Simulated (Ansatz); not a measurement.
# CO on Mg(0001): change of the work function, part 3 of 5

Aim: the work function of Mg(0001) at several coverages of CO (top site), and the dipole that each adsorbate carries.

Ansatz 0.2.0; plane-wave DFT, PBEsol, Ansatz PAW (the session's first sound run).

So far, work function, upper face (eV): step 2 (the clean slab) 3.79; step 3 (38 atoms, coverage 0.111 ML, cell 3x3) 3.98.

## (4) The covered slab, k-mesh 6×6×1, coverage 0.25 ML

System of this step: CO/Mg(0001). The cell holds 18 atoms: 16 Mg, 1 C and 1 O. Its edges and angles: a = 6.420 Å, b = 6.420 Å, c = 29.089 Å, α = 90.0°, β = 90.0°, γ = 60.0°. Vacuum lies along c.

Another coverage, to see how the dipoles act on each other as their distance changes.

input.yaml

```yaml
crystal:
  lattice:
    - [6.4199999999, 0.0, 0.0]
    - [3.21, 5.5598830922, 0.0]
    - [0.0, 0.0, 29.0888177495]
  atoms:
    - { symbol: Mg, position: [0.3333333333, 0.3333333333, 0.3093972425] }
    - { symbol: Mg, position: [0.0, 0.0, 0.3990028092] }
    - { symbol: Mg, position: [0.3333333333, 0.3333333333, 0.4870308534] }
    - { symbol: Mg, position: [0.0, 0.0, 0.5761257777] }
    - { symbol: Mg, position: [0.3333333333, 0.8333333333, 0.3093972425] }
    - { symbol: Mg, position: [0.0, 0.5, 0.3990028092] }
    - { symbol: Mg, position: [0.3333333333, 0.8333333333, 0.4870308534] }
    - { symbol: Mg, position: [0.0, 0.5, 0.5761257777] }
    - { symbol: Mg, position: [0.8333333333, 0.3333333333, 0.3093972425] }
    - { symbol: Mg, position: [0.5, 0.0, 0.3990028092] }
    - { symbol: Mg, position: [0.8333333333, 0.3333333333, 0.4870308534] }
    - { symbol: Mg, position: [0.5, 0.0, 0.5761257777] }
    - { symbol: Mg, position: [0.8333333333, 0.8333333333, 0.3093972425] }
    - { symbol: Mg, position: [0.5, 0.5, 0.3990028092] }
    - { symbol: Mg, position: [0.8333333333, 0.8333333333, 0.4870308534] }
    - { symbol: Mg, position: [0.5, 0.5, 0.5761257777] }
    - { symbol: C, position: [0.0, 0.0, 0.6507248907] }
    - { symbol: O, position: [0.0, 0.0, 0.6906027575] }
kpoints:
  mp_grid: { grid: [6, 6, 1] }
hamiltonian:
  xc: pbesol
scf:
  occupations: { method: fermi_dirac, width: 0.1 }
  convergence: { dr2_threshold: 1.0e-08 }
efield:
  axis: 3
  dipole_correction: true
  ramp_position: 0.97
  ramp_width: 0.06
relax:
  f_tol: 0.02
  max_steps: 60
  constraints: [{ sites: [0, 1, 4, 5, 8, 9, 12, 13] }]
output:
  bader: true
  dos: { projected: true, e_range: [-8, 4] }
  write_potential: true
  write_density: true
  volumetric_format: npy
  elf: true
```

Run with:

```
> ansatz run input.yaml --threads 4 --pin off --max-ram 12288MiB --backend cpu --events-out ev --progress --plain --runs-dir out
```

Numbers of over 12 decimals in the logs are rounded to 6 here.

What it wrote:

```text
[...]
Crystal: 18 atoms, lattice volume = 1038.309 Å³
Basis set: ecut = 420 eV, 20293 PW (Γ), exchange–correlation on 90×90×400 points (8 copies of the dense FFT grid, shifted against one another)
Bands: 103, of which v1, the nominal top of the filled ones, is band 85 counted from 1 (84 counted from 0)
Symmetry: 6 space group operations
[...]
k-points: 7 of 36 (time reversal used)
[...]
SCF iter   1: F=—  HF=-31395.983549 eV  |F-HF|=—  |Δ(HF+E_count)|=         —  Δρ=2.59e-3  dr2=2.25e-1  ethr=1.77e-3  p=-0.231 e·Å  D=-4.03e-2 V/Å  ΔV_dip=1.17 eV  dr2_dipole=6.40e-2  V_vac-E_F(+/−)=4.97/3.80 eV  ⟨swp⟩=14.6  Hψ=4150  notcnv=0  defer=6
[...]
SCF iter   8: F=-31395.944455 eV  HF=-31395.944455 eV  |F-HF|=1.35e-8  |Δ(HF+E_count)|=   2.39e-8  Δρ=3.11e-7  dr2=1.27e-9  ethr=5.88e-12  p=-0.079 e·Å  D=-1.37e-2 V/Å  ΔV_dip=0.40 eV  dr2_dipole=5.97e-11  V_vac-E_F(+/−)=4.20/3.80 eV  ⟨swp⟩=13.6  Hψ=4249  notcnv=0
SCF 1 converged in 8 iterations: F = -31395.944455 eV  dr2 = 1.27e-9
[...]
relax step   1: F+E_penalty+E_count = -31395.94445549 eV  Δ(F+E_penalty+E_count) = +0.000e0 eV  max|allowed force component| = 1.241e0 eV/Å  Δτ_max = 0.0000 Å  (8 SCF iters, accepted)
[...]
SCF iter   7: F=-31395.953307 eV  HF=-31395.953307 eV  |F-HF|=4.19e-9  |Δ(HF+E_count)|=   8.35e-8  Δρ=2.71e-7  dr2=7.00e-10  ethr=5.88e-12  p=-0.067 e·Å  D=-1.17e-2 V/Å  ΔV_dip=0.34 eV  dr2_dipole=4.51e-12  V_vac-E_F(+/−)=4.14/3.80 eV  ⟨swp⟩=11.0  Hψ=3999  notcnv=0
SCF 2 converged in 7 iterations: F = -31395.953307 eV  dr2 = 7.00e-10
relax step   2: F+E_penalty+E_count = -31395.95330672 eV  Δ(F+E_penalty+E_count) = -8.851e-3 eV  max|allowed force component| = 2.105e-1 eV/Å  Δτ_max = 0.0208 Å  (7 SCF iters, accepted)
SCF iter   1: F=—  HF=-31395.953927 eV  |F-HF|=—  |Δ(HF+E_count)|=         —  Δρ=1.03e-4  dr2=3.01e-4  ethr=7.01e-7  p=-0.067 e·Å  D=-1.17e-2 V/Å  ΔV_dip=0.34 eV  dr2_dipole=1.09e-4  V_vac-E_F(+/−)=4.14/3.80 eV  ⟨swp⟩=3.0  Hψ=1240  notcnv=0
[...]
SCF iter   6: F=-31395.953625 eV  HF=-31395.953625 eV  |F-HF|=1.43e-9  |Δ(HF+E_count)|=   1.92e-8  Δρ=9.72e-8  dr2=3.02e-10  ethr=5.88e-12  p=-0.064 e·Å  D=-1.12e-2 V/Å  ΔV_dip=0.33 eV  dr2_dipole=5.27e-11  V_vac-E_F(+/−)=4.12/3.80 eV  ⟨swp⟩=8.0  Hψ=3529  notcnv=0
SCF 3 converged in 6 iterations: F = -31395.953625 eV  dr2 = 3.02e-10
relax step   3: F+E_penalty+E_count = -31395.95362458 eV  Δ(F+E_penalty+E_count) = -3.179e-4 eV  max|allowed force component| = 1.366e-2 eV/Å  Δτ_max = 0.0039 Å  (6 SCF iters, accepted)
[...]
SCF converged after 6 iterations
Free energy (F): -31395.953625 eV
[...]
Internal energy: -31395.651981 eV  (E = F + TS)
E sigma→0 (E₀):  -31395.802803 eV
Entropy (-TS):   -0.301644 eV (-16.758 meV/atom)
Fermi energy:    -0.331378 eV
Dipole field:    D = -0.011227 V/Å  (p = -0.064421 e·Å, saw-weighted, corrected)
Work function:   Φ+ = 4.1247 eV   Φ− = 3.7981 eV
[...]
--- Forces (eV/Å), atoms counted from 1 ---
  atom   1  Mg     0.00000000    -0.00000000     0.01227634
  atom   2  Mg    -0.00000000     0.00000000     0.01965926
  atom   3  Mg     0.00000000    -0.00000000    -0.00017129
  atom   4  Mg     0.00000000     0.00000000    -0.01365590
  atom   5  Mg    -0.02824204     0.01630555     0.00407057
  atom   6  Mg     0.00263626    -0.00152204    -0.01485860
  atom   7  Mg    -0.00008889     0.00005132    -0.00019743
  atom   8  Mg     0.00013997    -0.00008081    -0.00025745
  atom   9  Mg    -0.00000000    -0.03261110     0.00407057
  atom  10  Mg     0.00000000     0.00304409    -0.01485860
  atom  11  Mg    -0.00000000    -0.00010264    -0.00019743
  atom  12  Mg     0.00000000     0.00016162    -0.00025745
  atom  13  Mg     0.02824204     0.01630555     0.00407057
  atom  14  Mg    -0.00263626    -0.00152204    -0.01485860
  atom  15  Mg     0.00008889     0.00005132    -0.00019743
  atom  16  Mg    -0.00013997    -0.00008081    -0.00025745
  atom  17  C      0.00000000    -0.00000000     0.00790530
  atom  18  O      0.00000000    -0.00000000     0.00771609
  max |Σ_I F_I| component: 1.09e-6 eV/Å
--- Band table (eV; the first three rows and the last of 7) ---
  k-point 0: bands = [... 81 lower, -1.4615, -1.4245, -1.4245, -1.3958, -1.0551, -0.2484, -0.2484, -0.0836, ... 14 higher]
  k-point 1: bands = [... 81 lower, -1.3070, -1.0446, -1.0381, -0.8766, -0.6552, -0.2916, -0.2068, 0.1795, ... 14 higher]
  k-point 2: bands = [... 81 lower, -1.1633, -1.0063, -0.5087, -0.3188, -0.2646, 0.3780, 0.4475, 0.7038, ... 14 higher]
  k-point 6: bands = [... 81 lower, -0.6954, -0.6786, -0.6669, -0.1388, -0.0861, 0.0297, 0.1063, 0.1151, ... 14 higher]
--- Relaxed structure (3 steps of the walk, 3 accepted, 0 SCFs on fresh bases) ---
  F+E_penalty+E_count = -31395.95362458 eV   max|allowed force component| = 1.366e-2 eV/Å
  atoms:
    - { symbol: Mg, position: [0.333333, 0.333333, 0.3093972425] }
    - { symbol: Mg, position: [8.223874259594142e-18, 8.223874259594142e-18, 0.3990028092] }
    - { symbol: Mg, position: [0.333333, 0.333333, 0.486782] }
    - { symbol: Mg, position: [8.223874259595224e-18, 8.328075642790061e-18, 0.575504] }
    - { symbol: Mg, position: [0.333333, 0.833333, 0.3093972425] }
    - { symbol: Mg, position: [-5.551115123125783e-17, 0.500000, 0.3990028092] }
    - { symbol: Mg, position: [0.334553, 0.832724, 0.487441] }
    - { symbol: Mg, position: [-4.602131437317358e-5, 0.500023, 0.576388] }
    - { symbol: Mg, position: [0.833333, 0.333333, 0.3093972425] }
    - { symbol: Mg, position: [0.500000, 8.223874259594142e-18, 0.3990028092] }
    - { symbol: Mg, position: [0.832724, 0.334553, 0.487441] }
    - { symbol: Mg, position: [0.500023, -4.602131437309779e-5, 0.576388] }
    - { symbol: Mg, position: [0.833333, 0.833333, 0.3093972425] }
    - { symbol: Mg, position: [0.500000, 0.5, 0.3990028092] }
    - { symbol: Mg, position: [0.832724, 0.832724, 0.487441] }
    - { symbol: Mg, position: [0.500023, 0.500023, 0.576388] }
    - { symbol: C, position: [8.223874259594697e-18, 8.277228006163737e-18, 0.650407] }
    - { symbol: O, position: [8.22387425959544e-18, 8.3488591711297e-18, 0.689857] }
--- Bader charges: 18 sites ---
  site symbol  charge [e]  shift [e]
     0     Mg      0.0174     0.0000
     1     Mg      0.0180     0.0000
     2     Mg      0.0058     0.0000
     3     Mg      0.5182     0.0007
     4     Mg      0.0274     0.0000
     5     Mg     -0.0240     0.0000
     6     Mg     -0.0116     0.0000
     7     Mg     -0.0329     0.0000
     8     Mg      0.0274     0.0000
     9     Mg     -0.0240     0.0000
    10     Mg     -0.0116     0.0000
    11     Mg     -0.0329     0.0000
    12     Mg      0.0274     0.0000
    13     Mg     -0.0239     0.0000
    14     Mg     -0.0116     0.0000
    15     Mg     -0.0329     0.0000
    16      C      0.6738     0.0061
    17      O     -1.1100     0.0053
  estimated error of the sums over rays = 3.7e-4 e
```

Wall time 2.4 min (4 threads of Intel Xeon Platinum 8259CL at 2.50GHz (Skylake/Cascade Lake), shared host); peak memory 2.7 GiB.

The steps of the relaxation:

| step | energy less that of the first step (eV) | largest force component (eV/Å) |
| --- | --- | --- |
| 1 | 0.0000 | 1.2407 |
| 2 | -0.0089 | 0.2105 |
| 3 | -0.0092 | 0.0137 |

Forces are held to the 6 operations that the run works with; a distortion that breaks them can't arise in this run.

The atoms that moved most (Å):

| atom | dx | dy | dz | length |
| --- | --- | --- | --- | --- |
| O18 | 0.000 | 0.000 | -0.022 | 0.022 |
| Mg4 | 0.000 | 0.000 | -0.018 | 0.018 |
| Mg11 | 0.000 | 0.007 | 0.012 | 0.014 |
| Mg7 | 0.006 | -0.003 | 0.012 | 0.014 |
| Mg15 | -0.006 | -0.003 | 0.012 | 0.014 |
| C17 | 0.000 | 0.000 | -0.009 | 0.009 |
| Mg16 | 0.000 | 0.000 | 0.008 | 0.008 |
| Mg8 | 0.000 | 0.000 | 0.008 | 0.008 |

The relaxed structure:

```cif
data_structure
_symmetry_space_group_name_H-M 'P 1'
_symmetry_Int_Tables_number 1
_cell_length_a 6.4200
_cell_length_b 6.4200
_cell_length_c 29.0888
_cell_angle_alpha 90.000
_cell_angle_beta 90.000
_cell_angle_gamma 60.000
_cell_volume 1038.31
loop_
_atom_site_label
_atom_site_type_symbol
_atom_site_fract_x
_atom_site_fract_y
_atom_site_fract_z
_atom_site_occupancy
Mg1 Mg 0.33333 0.33333 0.30940 1
Mg2 Mg 0.00000 0.00000 0.39900 1
Mg3 Mg 0.33333 0.33333 0.48678 1
Mg4 Mg 0.00000 0.00000 0.57550 1
Mg5 Mg 0.33333 0.83333 0.30940 1
Mg6 Mg 0.00000 0.50000 0.39900 1
Mg7 Mg 0.33455 0.83272 0.48744 1
Mg8 Mg 0.99995 0.50002 0.57639 1
Mg9 Mg 0.83333 0.33333 0.30940 1
Mg10 Mg 0.50000 0.00000 0.39900 1
Mg11 Mg 0.83272 0.33455 0.48744 1
Mg12 Mg 0.50002 0.99995 0.57639 1
Mg13 Mg 0.83333 0.83333 0.30940 1
Mg14 Mg 0.50000 0.50000 0.39900 1
Mg15 Mg 0.83272 0.83272 0.48744 1
Mg16 Mg 0.50002 0.50002 0.57639 1
C17 C 0.00000 0.00000 0.65041 1
O18 O 0.00000 0.00000 0.68986 1
```

Numbers from this step:

```
energy at zero smearing        : -31395.8028 eV
work function, upper face      : 4.125 eV
work function, lower face      : 3.798 eV
dipole along the normal        : -0.06442 e·Å
step between the vacuum levels : 0.3266 eV
```

The density of states has structure finer than the step of the table below, so its rows give means over 0.25 eV, whole bins alone (the curve runs from -8 to 1.98 eV). Peaks (eV: height): -7.610: 106, -6.740: 22.5, -0.330: 25.3, 1.950: 21.1.

Density of states against energy, zero at the Fermi level; means over each step:

| energy (eV) | density of states (states/eV a cell) |
| --- | --- |
| -7.75 | 3.18 |
| -7.50 | 9.54 |
| -7.25 | 0 |
| -7.00 | 0.270 |
| -6.75 | 6.47 |
| -6.50 | 0.595 |
| -6.25 | 1.67 |
| -6.00 | 1.58 |
| -5.75 | 1.68 |
| -5.50 | 3.43 |
| -5.25 | 2.98 |
| -5.00 | 3.53 |
| -4.75 | 3.00 |
| -4.50 | 1.97 |
| -4.25 | 4.04 |
| -4.00 | 6.56 |
| -3.75 | 4.31 |
| -3.50 | 3.46 |
| -3.25 | 5.13 |
| -3.00 | 6.30 |
| -2.75 | 5.95 |
| -2.50 | 3.53 |
| -2.25 | 5.78 |
| -2.00 | 6.61 |
| -1.75 | 9.43 |
| -1.50 | 4.66 |
| -1.25 | 4.00 |
| -1.00 | 10.2 |
| -0.75 | 7.40 |
| -0.50 | 5.53 |
| -0.25 | 9.64 |
| 0.00 | 10.00 |
| 0.25 | 6.04 |
| 0.50 | 6.51 |
| 0.75 | 10.0 |
| 1.00 | 9.38 |
| 1.25 | 11.9 |
| 1.50 | 8.14 |
| 1.75 | 10.5 |

Projected DOS per atom over height of the atomic layer and energy from the Fermi level. Layers: Mg4 Mg4 Mg4 Mg4 C O from below.

Ten even steps from '0' (0.0 states/eV) to '9' (4.0 states/eV), each cell a mean:
```
000021
000031
000020
000010
000010
000000
000000
000000
100100
000000
000000
000000
000000
000000
000000
000000
000000
000000
000000
000061
000025
000049
```
Columns: height of the atomic layer (Å) from 9 to 20.1 (not evenly spaced); rows upwards: energy from the Fermi level (eV) from -7.96 to 1.95.

Electrostatic potential energy in the ca plane at fractional y = 0.000, with atoms of Mg and C and O within 0.2 Å of it. With pseudopotentials it is smooth inside the atoms' cores, unlike the true potential.

Ten even steps from '0' (-58 eV) to '9' (4 eV), each cell a mean:
```
99861027899999998610168730121279999999999999
99986568999999999865689976776799999999999999
99998889999888999988899999999999999999999999
99999999999888999999999999999999999999999999
99999999999888999999999999999999999999999999
99998889999888999988899999999999999999999999
99975468999999999864578999999999999999999999
99861027899999998620168999999999999999999999
99850016899999998600058999999999999999999999
99873147999999999741378999999999999999999999
99987788999999999877789999999999999999999999
99999999999888999999999999999999999999999999
99999999998888899999999999999999999999999999
99999999999888999998999999999999999999999999
99987788999999999877789988898999999999999999
99873147999999998731378852453489999999999999
99850016899999998600058710010169999999999999
```
Columns run along c (16.0 Å, from fractional 0.34 to 0.89 of the cell; values clipped at the 3rd and 97th percentile), rows up along a (6.4 Å). Atoms in or near the plane, at fractional coordinates: Mg at (0.40, 0.00), Mg at (0.58, 0.00), Mg at (0.40, 0.50), Mg at (0.58, 0.50), C at (0.65, 0.00), O at (0.69, 0.00).

Valence density in the ca plane at fractional y = 0.000, with atoms of Mg and C and O within 0.2 Å of it. It is the smooth field of the valence electrons, not physical close to the nuclei.

Values in e/Å³, 9 rows by 16 columns, each cell a mean:
```
 0  4  3  0  0  0  2  4  1  1  3  0  0  0  0  0
 0  0  0  0  0  0  0  0  0  0  0  0  0  0  0  0
 0  0  0  0  0  0  0  0  0  0  0  0  0  0  0  0
 0  2  1  0  0  0  1  2  0  0  0  0  0  0  0  0
 0  8  6  0  0  0  4 10  0  0  0  0  0  0  0  0
 0  0  0  0  0  0  0  1  0  0  0  0  0  0  0  0
 0  0  0  0  0  0  0  0  0  0  0  0  0  0  0  0
 0  0  0  0  0  0  0  0  0  0  0  0  0  0  0  0
 0  7  5  0  0  0  4  8  1  2  4  0  0  0  0  0
```
Columns run along c (16.0 Å, from fractional 0.34 to 0.89 of the cell), rows up along a (6.4 Å). Atoms in or near the plane, at fractional coordinates: Mg at (0.40, 0.00), Mg at (0.58, 0.00), Mg at (0.40, 0.50), Mg at (0.58, 0.50), C at (0.65, 0.00), O at (0.69, 0.00).

ELF in the ca plane at fractional y = 0.000, with atoms of Mg and C and O within 0.2 Å of it. It is the smooth field of the valence electrons, not physical close to the nuclei.

Values, 9 rows by 16 columns, each cell a mean:
```
0.46 0.22 0.21 0.53 0.59 0.54 0.21 0.22 0.75 0.60 0.75 0.62 0.05 0.00 0.00 0.00
0.44 0.34 0.35 0.44 0.14 0.40 0.40 0.26 0.37 0.38 0.43 0.26 0.02 0.00 0.00 0.00
0.42 0.45 0.45 0.41 0.08 0.36 0.49 0.48 0.27 0.04 0.03 0.02 0.00 0.00 0.00 0.00
0.48 0.19 0.18 0.53 0.53 0.53 0.18 0.20 0.30 0.09 0.00 0.00 0.00 0.00 0.00 0.00
0.44 0.27 0.25 0.52 0.69 0.55 0.24 0.30 0.24 0.14 0.01 0.00 0.00 0.00 0.00 0.00
0.48 0.18 0.19 0.51 0.38 0.49 0.21 0.18 0.33 0.06 0.00 0.00 0.00 0.00 0.00 0.00
0.41 0.53 0.51 0.38 0.06 0.34 0.57 0.55 0.23 0.08 0.09 0.06 0.00 0.00 0.00 0.00
0.46 0.23 0.24 0.48 0.25 0.46 0.29 0.16 0.50 0.51 0.59 0.37 0.03 0.00 0.00 0.00
0.45 0.26 0.24 0.53 0.65 0.54 0.23 0.26 0.78 0.54 0.69 0.67 0.06 0.00 0.00 0.00
```
Columns run along c (16.0 Å, from fractional 0.34 to 0.89 of the cell), rows up along a (6.4 Å). Atoms in or near the plane, at fractional coordinates: Mg at (0.40, 0.00), Mg at (0.58, 0.00), Mg at (0.40, 0.50), Mg at (0.58, 0.50), C at (0.65, 0.00), O at (0.69, 0.00).

The relaxation took 3 steps and lowered the energy by 0.0092 eV; the largest force on the free atoms ends at 0.014 eV/Å.

By hand: a sheet of dipoles makes a step −p/(ε₀A) in the electron's potential. With e/ε₀ = 180.95 V·Å, p = -0.06442 e·Å and A = 35.69 Å², that is −180.95 × (-0.06442) / 35.69 = +0.327 eV, and the two vacuum levels of the run differ by +0.327 eV.

The covered face has 4.12 eV, +0.34 eV against the clean one; the bare back face has moved by +0.01 eV, a measure of how thin the slab is.

## (5) The covered slab, k-mesh 6×6×1, coverage 0.5 ML

System of this step: CO/Mg(0001). The cell holds 20 atoms: 16 Mg, 2 C and 2 O. Cell: a = 6.420 Å, b = 6.420 Å, c = 29.089 Å, α = 90.0°, β = 90.0°, γ = 60.0°. Vacuum lies along c.

Another coverage, to see how the dipoles act on each other as their distance changes.

input.yaml: that of step 4 with these lines changed.

```diff
@@ -23,3 +23,5 @@
     - { symbol: C, position: [0.0, 0.0, 0.6507248907] }
+    - { symbol: C, position: [0.5, 0.0, 0.6507248907] }
     - { symbol: O, position: [0.0, 0.0, 0.6906027575] }
+    - { symbol: O, position: [0.5, 0.0, 0.6906027575] }
 kpoints:
@@ -46,2 +48 @@
   volumetric_format: npy
-  elf: true
```

What it wrote:

```text
[...]
Crystal: 20 atoms, lattice volume = 1038.309 Å³
Basis set: ecut = 420 eV, 20293 PW (Γ), exchange–correlation on 90×90×400 points (8 copies of the dense FFT grid, shifted against one another)
Bands: 110, of which v1, the nominal top of the filled ones, is band 90 counted from 1 (89 counted from 0)
Symmetry: 4 space group operations
[...]
2     Mg      0.0195     0.0000
     3     Mg      0.4403     0.0008
     4     Mg      0.0331     0.0000
     5     Mg     -0.0154     0.0000
     6     Mg      0.0067     0.0000
     7     Mg     -0.1007     0.0000
[...]
16      C      0.6719     0.0061
    17      C      0.6719     0.0061
    18      O     -1.1025     0.0054
    19      O     -1.1025     0.0054
  estimated error of the sums over rays = 4.1e-4 e
[key lines of the parts left out:]
SCF converged after 6 iterations
Free energy (F): -32201.836948 eV
Fermi energy:    -0.232393 eV
Dipole field:    D = -0.024473 V/Å  (p = -0.140429 e·Å, saw-weighted, corrected)
Work function:   Φ+ = 4.4568 eV   Φ− = 3.7449 eV
```

Run time: 4.1 min. Hardware: 4 threads; peak memory 3.3 GiB; 16 min of CPU time.

The steps of the relaxation:

| step | energy less that of the first step (eV) | largest force component (eV/Å) |
| --- | --- | --- |
| 1 | 0.0000 | 1.2322 |
| 2 | -0.0182 | 0.1526 |
| 3 | -0.0187 | 0.0134 |

The run keeps the 4 symmetry operations that it works with, so distortions that break them were not tested.

The atoms that moved most (Å):

| atom | dx | dy | dz | length |
| --- | --- | --- | --- | --- |
| O19 | 0.000 | 0.013 | -0.058 | 0.060 |
| O20 | 0.000 | 0.013 | -0.058 | 0.060 |
| Mg4 | 0.000 | 0.007 | -0.048 | 0.048 |
| Mg12 | 0.000 | 0.007 | -0.048 | 0.048 |
| C17 | 0.000 | 0.012 | -0.046 | 0.048 |
| C18 | 0.000 | 0.012 | -0.046 | 0.048 |
| Mg16 | 0.000 | 0.005 | -0.019 | 0.019 |
| Mg8 | 0.000 | 0.005 | -0.019 | 0.019 |

The relaxed structure:

```cif
data_structure
_symmetry_space_group_name_H-M 'P 1'
_symmetry_Int_Tables_number 1
_cell_length_a 6.4200
_cell_length_b 6.4200
_cell_length_c 29.0888
_cell_angle_alpha 90.000
_cell_angle_beta 90.000
_cell_angle_gamma 60.000
_cell_volume 1038.31
loop_
_atom_site_label
_atom_site_type_symbol
_atom_site_fract_x
_atom_site_fract_y
_atom_site_fract_z
_atom_site_occupancy
Mg1 Mg 0.33333 0.33333 0.30940 1
Mg2 Mg 0.00000 0.00000 0.39900 1
Mg3 Mg 0.33262 0.33475 0.48673 1
Mg4 Mg 0.99937 0.00126 0.57449 1
Mg5 Mg 0.33333 0.83333 0.30940 1
Mg6 Mg 0.00000 0.50000 0.39900 1
Mg7 Mg 0.33343 0.83314 0.48711 1
Mg8 Mg 0.99954 0.50093 0.57548 1
Mg9 Mg 0.83333 0.33333 0.30940 1
Mg10 Mg 0.50000 0.00000 0.39900 1
Mg11 Mg 0.83262 0.33475 0.48673 1
Mg12 Mg 0.49937 0.00126 0.57449 1
Mg13 Mg 0.83333 0.83333 0.30940 1
Mg14 Mg 0.50000 0.50000 0.39900 1
Mg15 Mg 0.83343 0.83314 0.48711 1
Mg16 Mg 0.49954 0.50093 0.57548 1
C17 C 0.99894 0.00211 0.64914 1
C18 C 0.49894 0.00211 0.64914 1
O19 O 0.99886 0.00228 0.68859 1
O20 O 0.49886 0.00228 0.68859 1
```

The relaxation took 3 steps and lowered the energy by 0.019 eV; the largest force on the free atoms ends at 0.013 eV/Å.

The covered face has 4.46 eV, +0.67 eV against the clean one; the bare back face has moved by -0.04 eV, a measure of how thin the slab is.

[end of part 3 of 5]

[Logs are printed without paths, hosts, clocks, repeated set-up lines and the standing remarks that a program may print on its own settings, such as how far it seeks lower states.]

[Hosts, paths, dates, database ids (printed as entryN), source tags and the programs' standing remarks are cut or masked in the printed files.]

[Maps of the electrostatic potential energy from Ansatz leave out the sawtooth potential of an applied field or a dipole correction, so their vacuum need not be flat; planar profiles and work functions include it.]

[The density of states shown here was stored with 400 of the rows of the run's finer table, so its peaks can read low, often by over a quarter, or be missed, and its means over a window can be off by a tenth or more.]
